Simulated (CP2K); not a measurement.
Consider 3-nitrosofuran at its PBE geometry (Å).

```xyz
10

O     2.6913   -0.7030    0.1459
N     2.0671    0.2760   -0.2976
C     0.6706    0.1782   -0.1419
C    -0.1469   -0.8556    0.4418
C    -1.4250   -0.4187    0.3229
O    -1.4645    0.8284   -0.3039
C    -0.1848    1.1715   -0.5766
H     0.2065   -1.7812    0.8798
H    -2.3931   -0.8160    0.6031
H    -0.0212    2.1205   -1.0734
```

Method: CP2K XAS_TDP, all-electron GAPW, PBEh(45%), aug-cc-pVDZ, TDA, no relativity.

Q: Where do the C K-edge lines lie, and how strong are they?

Leading lines: C3 283.37 eV, C4 281.49 eV, C5 282.77 eV and C7 281.83 eV. The leading line of an atom is its first one with 35 % of the strongest within 2.5 eV of its lowest line over the strength cut. 

The first six lines of each atom with a strength over 0.0015:

```csv
atom,energy (eV),states,"strength, one atom"
C3 (bonded to 2 C and N),281.56,1,0.0060
,283.37,1,0.0374
,285.20,1,0.0193
,286.27,1,0.0092
,286.87,1,0.0037
,287.86,1,0.0054
C4 (bonded to 2 C and H),281.49,1,0.0392
,282.74,1,0.0073
,284.92,1,0.0084
,285.59,1,0.0095
,285.77,1,0.0058
,286.15,1,0.0027
"C5 (bonded to C, O and H)",282.77,1,0.0546
,285.96,1,0.0282
,286.43,1,0.0198
,287.17,1,0.0037
,287.48,1,0.0020
,287.57,1,0.0051
"C7 (bonded to C, O and H)",281.83,1,0.0541
,285.63,1,0.0033
,286.52,1,0.0207
,287.16,1,0.0161
,287.63,1,0.0060
,288.30,1,0.0089
```

Lines are vertical, at one geometry, with no vibrational structure. Without a correction of the core level, line positions, and the gaps between valence and Rydberg lines, follow the share of exact exchange. At this level such K lines come out 3 to 6 eV under measured ones. These values hold no scalar relativity, about 0.1 eV for C 1s. Rydberg lines, and the discretised continuum above threshold, depend on the basis and the box.

[Banner, clock and machine lines of the logs are left out without a mark of their own.]

[Logs are printed without paths, hosts, clocks, repeated set-up lines and the standing remarks that a program may print on its own settings, such as how far it seeks lower states.]

[Hosts, paths, dates, database ids (printed as entryN), source tags and the programs' standing remarks are cut or masked in the printed files.]
